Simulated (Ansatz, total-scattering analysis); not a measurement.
## As2Se3: neutron diffraction with isotope substitution

Two samples of As2Se3 (As 40.3, Se 59.7 atom %; 800 K, fixed volume (mean pressure 1.1 GPa); ρ₀ = 0.0327 Å⁻³) differ only in the isotope of Se: 76Se (b = 12.2 fm) and 82Se (b = 6.34 fm). Other lengths: As 6.58 fm. The data are simulated by ab initio molecular dynamics with Ansatz (PBE, plane waves, PAW set soft_1, Langevin thermostat, no spin, fixed volume). The average runs over 1.79 ps of 119 atoms, so shells between rare elements are rough. Mean temperature 796 K, largest m.s.d. 1.64 Å², energy drift -13 meV an atom (last third less first, no steady trend), Langevin friction 10 ps⁻¹; the first quarter of the run is discarded. Preparation: a classical melt of B48O71 with the elements renamed and the cell rescaled, then 1.0 ps at 1240 K with a cheaper basis and a friction of 10 ps⁻¹ (mean temperature of the first stage 1343 K), too short to forget the start in full. So short a stretch relaxes bonds and nearest shells but still remembers its start. It is a liquid as far as so short a run tells. Its As–As bonds (1.2 per As) come largely from the quick preparation; the real material is better ordered chemically. The partials come from the cell's reciprocal vectors below 4 Å⁻¹ and from g(r) above; absorption, incoherent and inelastic scattering are left out. F(Q) = Σ ci cj bi bj (Sij − 1), in barn per steradian and atom:

```tsv
Q (Å⁻¹)	76Se	82Se	difference
0.6	-0.956	-0.361	-0.595
0.9	-0.871	-0.310	-0.560
1.2	-0.623	-0.220	-0.404
1.5	-0.358	-0.192	-0.166
1.8	-0.183	-0.118	-0.065
2.1	-0.021	-0.022	0.001
2.4	0.153	0.061	0.092
2.7	0.050	0.042	0.008
3.0	-0.057	-0.007	-0.050
3.3	0.081	0.047	0.035
3.6	0.229	0.100	0.128
3.9	0.069	0.013	0.056
4.2	-0.181	-0.084	-0.097
4.5	-0.179	-0.080	-0.099
4.8	-0.077	-0.034	-0.044
5.1	0.006	0.006	-0.001
5.4	0.092	0.044	0.048
5.7	0.112	0.053	0.059
6.0	0.057	0.028	0.029
6.3	-0.004	-0.005	0.001
6.6	-0.038	-0.023	-0.015
6.9	-0.062	-0.030	-0.032
7.2	-0.055	-0.026	-0.030
7.5	-0.017	-0.006	-0.011
7.8	0.011	0.009	0.002
8.1	0.045	0.023	0.022
8.4	0.054	0.025	0.029
8.7	0.016	0.006	0.010
9.0	-0.008	-0.006	-0.001
9.3	-0.020	-0.012	-0.009
9.6	-0.036	-0.017	-0.019
9.9	-0.025	-0.010	-0.015
10.2	-0.004	0.001	-0.005
10.5	0.014	0.008	0.005
10.8	0.024	0.012	0.012
```

The first difference in real space, ΔG(r), in barn (from the pair functions, so without the broadening of a finite Q range):

```tsv
r (Å)	first difference G(r)
1.70	-0.567
1.78	-0.567
1.86	-0.567
1.94	-0.567
2.02	-0.567
2.10	-0.564
2.18	-0.492
2.26	-0.151
2.34	0.411
2.42	0.684
2.50	0.503
2.58	0.108
2.66	-0.117
2.74	-0.261
2.82	-0.314
2.90	-0.280
2.98	-0.263
3.06	-0.237
3.14	-0.199
3.22	-0.140
3.30	-0.065
3.38	0.019
3.46	0.101
3.54	0.133
3.62	0.210
3.70	0.206
3.78	0.215
3.86	0.196
3.94	0.198
4.02	0.151
4.10	0.097
4.18	0.030
4.26	0.002
4.34	-0.054
4.42	-0.088
4.50	-0.115
4.58	-0.084
4.66	-0.095
4.74	-0.058
4.82	-0.061
4.90	-0.057
```

Q: What does the difference say of the neighbours of Se?

Pairs without Se cancel. ΔG(r) = Σ W [g(r) − 1] with W = 2 c(Se) c(j) b(j) Δb, and c(Se)² (b₁² − b₂²) for Se–Se: Se–As 0.1856, Se–Se 0.3867 barn. At small r, ΔG → −ΣW = -0.572; in this finite cell the Se–Se term carries (N − 1)/N with N = 71 atoms of Se, which gives -0.567.

The first feature holds Se–Se (2.37 Å, 0.7 neighbours by the coordinates) and As–Se (2.44 Å, 1.4 neighbours by the coordinates) together, so its area gives only their weighted sum.

Shells of Se from the coordinates: Se–Se at 2.37 Å, 0.7 neighbours to 2.80 Å; As–Se at 2.44 Å, 1.4 neighbours to 2.94 Å, a soft count (first peaks with a usable minimum only).

[Logs are printed without paths, hosts, clocks, repeated set-up lines and the standing remarks that a program may print on its own settings, such as how far it seeks lower states.]
